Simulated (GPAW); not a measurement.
**How the form of the self-energy moves the gap of Cs3Bi (Fm-3m)**

How much does the gap of Cs3Bi (Fm-3m) depend on the approximation to the self-energy?

Main program and level: GPAW 26.7.0; LDA and many-body steps on it, plane waves.

This is a report of a sequence of runs, with most program output left out.

## 1. Set-up

The structure is cubic, space group Fm-3m (No. 225). Conventional cell: a = 9.393 Å, b = 9.393 Å, c = 9.393 Å, α = 90.00°, β = 90.00°, γ = 90.00°. Nearest to Cs lie 4 Bi at 4.07 Å and 4 Cs at 4.07 Å. Cs has 8 Cs at 4.07 Å nearest. Bi has 8 Cs at 4.07 Å nearest. Farther neighbours are not listed.

Structure file:

```cif
data_structure
_symmetry_space_group_name_H-M 'P 1'
_symmetry_Int_Tables_number 1
_cell_length_a 6.6420
_cell_length_b 6.6420
_cell_length_c 6.6420
_cell_angle_alpha 60.000
_cell_angle_beta 60.000
_cell_angle_gamma 60.000
_cell_volume 207.19
loop_
_atom_site_label
_atom_site_type_symbol
_atom_site_fract_x
_atom_site_fract_y
_atom_site_fract_z
_atom_site_occupancy
Cs1 Cs 0.25000 0.25000 0.25000 1
Cs2 Cs 0.75000 0.75000 0.75000 1
Cs3 Cs 0.50000 0.50000 0.50000 1
Bi4 Bi 0.00000 0.00000 0.00000 1
```

The cell and positions are those that the Materials Project relaxed with its own functionals (PBE, PBE+U or r2SCAN), kept fixed. Spin-orbit coupling is left out unless a step names it.

## 2. Empty states on the mesh, 2×2×2 mesh, 480 bands

This step: GPAW 26.7.0; DFT, LDA, plane waves, PAW.

The sums over transitions need many empty states on a uniform mesh; this step solves for them.

Contents of run.py:

```python
import json
import numpy as np
from gpaw.mpi import world
from gpaw import GPAW

calc = GPAW('gs.gpw').fixed_density(kpts={'size': (2, 2, 2), 'gamma': True},
    parallel={'domain': 1, 'band': 1},
    txt='nscf.txt')
calc.diagonalize_full_hamiltonian(nbands=480)
calc.write('full.gpw', mode='all')
res = {}
kpts = calc.get_ibz_k_points()
res['kpts'] = kpts
res['eigenvalues'] = [calc.get_eigenvalues(kpt=k) for k in range(len(kpts))]
res['n_electrons'] = calc.get_number_of_electrons()

if world.rank == 0:
    with open('result.json', 'w') as f:
        json.dump(res, f, default=lambda x: x.tolist())
```

Run with:

```
> mpirun -n 3 gpaw python run.py
```

The job ended after 74 s (3 MPI ranks of Arm Neoverse V2, shared host; peak memory 4.4 GiB).

Numbers from this step:

```yaml
gap: 0.1235 eV
k_of_the_valence_top: 0.5, 0.5, 0
k_of_the_conduction_bottom: 0, 0, 0
least_direct_gap: 0.5003 eV
k_points_computed: 3
lowest_point_of_the_top_converged_band_above_the_valence_top: 91.0690 eV
```

On this mesh the gap is 0.124 eV.

## 3. G0W0, Godby-Needs plasmon pole

G0W0 replaces the xc potential by the self-energy, built once from these orbitals. Only a window of levels is corrected, while the sums run over the empty bands that the input names.

This step: G0W0 on LDA, plane waves, PAW.

Contents of run.py:

```python
import json
import numpy as np
from gpaw.mpi import world
from gpaw.response.g0w0 import G0W0

gw = G0W0('full.gpw',
    filename='gw',
    kpts=[0, 1],
    bands=(19, 23),
    ecut=60,
    nbands=218,
    integrate_gamma='WS',
    ppa=True)
gw.calculate()
res = {mode: {k: v for k, v in r.items() if k != 'sigma_eskwn'}
       for mode, r in gw.all_results.items()}

if world.rank == 0:
    with open('result.json', 'w') as f:
        json.dump(res, f, default=lambda x: x.tolist())
```

Run with:

```
> mpirun -n 4 gpaw python run.py
```

It took 24 s on 4 MPI ranks; peak memory 1.9 GiB; 96 s of CPU time.

Numbers from this step:

* G0W0 gap on the points computed: 0.8013 eV
* least direct G0W0 gap on the computed points: 1.217 eV
* Z at the valence top: 0.7747
* Z at the conduction bottom: 0.7959
* starting gap on the mesh: 0.1235 eV
* k of the valence top: 0.5, 0.5, 0
* k of the conduction bottom: 0, 0, 0

The gap on the mesh goes from 0.12 eV to 0.80 eV, a correction of +0.68 eV.

## 4. One-shot HSE06

This step: one-shot HSE06 levels on LDA orbitals, plane waves, PAW.

Contents of run.py:

```python
import json
import numpy as np
from gpaw.mpi import world
from gpaw.hybrids.eigenvalues import non_self_consistent_eigenvalues

dft, vxc, vxc_hyb = non_self_consistent_eigenvalues('full.gpw', 'HSE06', 19, 23, kpt_indices=[0, 1])
res = {'dft': dft[0], 'hybrid': (dft - vxc + vxc_hyb)[0]}
if world.rank == 0:
    with open('hybrid.txt', 'w') as f:
        for k, e0, e1 in zip([0, 1], res['dft'], res['hybrid']):
            print(k, ' '.join(f'{x:9.4f}' for x in e0), '|', ' '.join(f'{x:9.4f}' for x in e1), file=f)

if world.rank == 0:
    with open('result.json', 'w') as f:
        json.dump(res, f, default=lambda x: x.tolist())
```

Run with:

```
> mpirun -n 4 gpaw python run.py
```

Wall time 2.9 s (4 MPI ranks); peak memory 0.65 GiB; 11 s of CPU time.

Numbers from this step:

```
starting gap on the mesh                       : 0.1235 eV
hybrid gap on the mesh                         : 0.8892 eV
least direct hybrid gap on the computed points : 1.263 eV
```

## 5. G0W0, extrapolated in the cutoff

This step: G0W0 on LDA, plane waves, PAW.

Contents of run.py:

```python
import json
import numpy as np
from gpaw.mpi import world
from gpaw.response.g0w0 import G0W0

gw = G0W0('full.gpw',
    filename='gw',
    kpts=[0, 1],
    bands=(19, 23),
    ecut=100.0,
    integrate_gamma='WS',
    ppa=True,
    ecut_extrapolation=True)
gw.calculate()
res = {mode: {k: v for k, v in r.items() if k != 'sigma_eskwn'}
       for mode, r in gw.all_results.items()}

if world.rank == 0:
    with open('result.json', 'w') as f:
        json.dump(res, f, default=lambda x: x.tolist())
```

Run with:

```
> mpirun -n 4 gpaw python run.py
```

Run time: 2.7 min. Hardware: 4 MPI ranks; peak memory 3.1 GiB.

This step gave:

```
quasiparticle gap on the points computed              : 0.9623 eV
least direct quasiparticle gap on the computed points : 1.346 eV
Z at the valence top                                  : 0.7739
Z at the conduction bottom                            : 0.7948
starting gap on the mesh                              : 0.1235 eV
k of the valence top                                  : 0.5, 0.5, 0
k of the conduction bottom                            : 0, 0, 0
gaps at the cutoffs of the extrapolation              : 0.8677, 0.8788, 0.8865 eV
```

Against G0W0 in GPAW (2×2×2 mesh, 218 bands, screening to 60 eV, Godby-Needs plasmon pole), the gap moves by +0.161 eV.

## 6. One-shot Hartree-Fock

This step: one-shot Hartree-Fock levels on LDA orbitals, plane waves, PAW.

Contents of run.py:

```python
import json
import numpy as np
from gpaw.mpi import world
from gpaw.hybrids.eigenvalues import non_self_consistent_eigenvalues

dft, vxc, vxc_hyb = non_self_consistent_eigenvalues('full.gpw', 'EXX', 19, 23, kpt_indices=[0, 1])
res = {'dft': dft[0], 'hybrid': (dft - vxc + vxc_hyb)[0]}
if world.rank == 0:
    with open('hybrid.txt', 'w') as f:
        for k, e0, e1 in zip([0, 1], res['dft'], res['hybrid']):
            print(k, ' '.join(f'{x:9.4f}' for x in e0), '|', ' '.join(f'{x:9.4f}' for x in e1), file=f)

if world.rank == 0:
    with open('result.json', 'w') as f:
        json.dump(res, f, default=lambda x: x.tolist())
```

Run with:

```
> mpirun -n 4 gpaw python run.py
```

Run time: 2.7 s. Hardware: 4 MPI ranks; peak memory 0.66 GiB; 11 s of CPU time.

This step gave:

```yaml
starting_gap_on_the_mesh: 0.1235 eV
hybrid_gap_on_the_mesh: 5.425 eV
least_direct_hybrid_gap_on_the_computed_points: 5.801 eV
```

## 7. G0W0, full frequency, Hilbert transform

This step: G0W0 on LDA, plane waves, PAW.

Contents of run.py:

```python
import json
import numpy as np
from gpaw.mpi import world
from gpaw.response.g0w0 import G0W0

gw = G0W0('full.gpw',
    filename='gw',
    kpts=[0, 1],
    bands=(19, 23),
    ecut=60,
    nbands=218,
    integrate_gamma='WS',
    frequencies={'type': 'nonlinear', 'domega0': 0.1, 'omega2': 15.0},
    eta=0.1,
    nblocksmax=True)
gw.calculate()
res = {mode: {k: v for k, v in r.items() if k != 'sigma_eskwn'}
       for mode, r in gw.all_results.items()}

if world.rank == 0:
    with open('result.json', 'w') as f:
        json.dump(res, f, default=lambda x: x.tolist())
```

Run with:

```
> mpirun -n 4 gpaw python run.py
```

It took 80 s on 4 MPI ranks; peak memory 2.2 GiB; 5.3 min of CPU time.

Numbers from this step:

* G0W0 gap on the points computed: 0.8092 eV
* least direct G0W0 gap on the computed points: 1.196 eV
* starting gap on the mesh: 0.1235 eV
* k of the valence top: 0.5, 0.5, 0
* k of the conduction bottom: 0, 0, 0

Against G0W0 in GPAW (2×2×2 mesh, 218 bands, screening to 60 eV, Godby-Needs plasmon pole), the gap moves by +0.008 eV.

## 8. Side by side

Times are wall times on 4 MPI ranks of Arm Neoverse V2, shared host, good to a factor of about two.

| run | mesh | bands | screening cutoff (eV) | DFT gap (eV) | gap on the mesh (eV) | direct (eV) | time |
| --- | --- | --- | --- | --- | --- | --- | --- |
| G0W0, Godby-Needs plasmon pole | 2×2×2 | 218 | 60 | 0.124 | 0.801 | 1.217 | 24 s |
| one-shot HSE06 | 2×2×2 | - | - | 0.124 | 0.889 | 1.263 | 2.9 s |
| G0W0, extrapolated in the cutoff | 2×2×2 | - | 100 | 0.124 | 0.962 | 1.346 | 2.7 min |
| one-shot Hartree-Fock | 2×2×2 | - | - | 0.124 | 5.425 | 5.801 | 2.7 s |
| G0W0, full frequency, Hilbert transform | 2×2×2 | 218 | 60 | 0.124 | 0.809 | 1.196 | 80 s |

## 9. What came out

| Item | Value |
| --- | --- |
| G0W0, Godby-Needs plasmon pole | 0.801 eV |
| one-shot HSE06 | 0.889 eV |
| G0W0, extrapolated in the cutoff | 0.962 eV |
| one-shot Hartree-Fock | 5.425 eV |
| G0W0, full frequency, Hilbert transform | 0.809 eV |
| known limits | not at the basis limit; model gap, bands may invert with spin-orbit coupling; no spin-orbit coupling; coarse k mesh |

What this shows: One-shot HSE06: +0.088 eV against G0W0, Godby-Needs plasmon pole. G0W0, extrapolated in the cutoff: +0.161 eV against G0W0, Godby-Needs plasmon pole, at other bands or cutoff, so not like for like. One-shot Hartree-Fock: +4.623 eV against G0W0, Godby-Needs plasmon pole. G0W0, full frequency, Hilbert transform: +0.008 eV against G0W0, Godby-Needs plasmon pole. Bare exchange alone opens the gap to 5.42 eV; against G0W0, correlation takes back 4.62 eV. One-shot hybrid levels are evaluated on the LDA orbitals. Bands and cutoff are finite, so the gap is not at the basis limit. The miss can reach some tenths of an eV and take either sign; the mesh is an error of its own. These stock PAW sets were not made for GW. In the G0W0 runs levels were corrected at 2 k points alone, so a gap called «on the mesh» is the least over those, and an edge elsewhere would be missed. The program warns of a poor linear fit in the extrapolation of some level, so the extrapolated values are rough. The 2×2×2 mesh is coarse for this cell, which bears on the long-range parts of exchange and screening. Where an edge is built on 6p states of lead, bismuth or thallium, scalar-relativistic gaps usually stand too wide, by a few tenths to over one eV. With atoms this heavy and so narrow a gap, spin-orbit coupling can invert the bands. These scalar-relativistic gaps are then model values, not to be set against experiment, and a spin-orbit change taken from DFT can't simply be added.

[Paths, hosts, dates, memory and timing lines, banners, echoed tables and standing remarks are left out of the program output.]

[Logs are printed without paths, hosts, clocks, repeated set-up lines and the standing remarks that a program may print on its own settings, such as how far it seeks lower states.]

[Runs of the session that timed out or met a known fault of the program may be left out.]

[Hosts, paths, dates, database ids (printed as entryN), source tags and the programs' standing remarks are cut or masked in the printed files.]
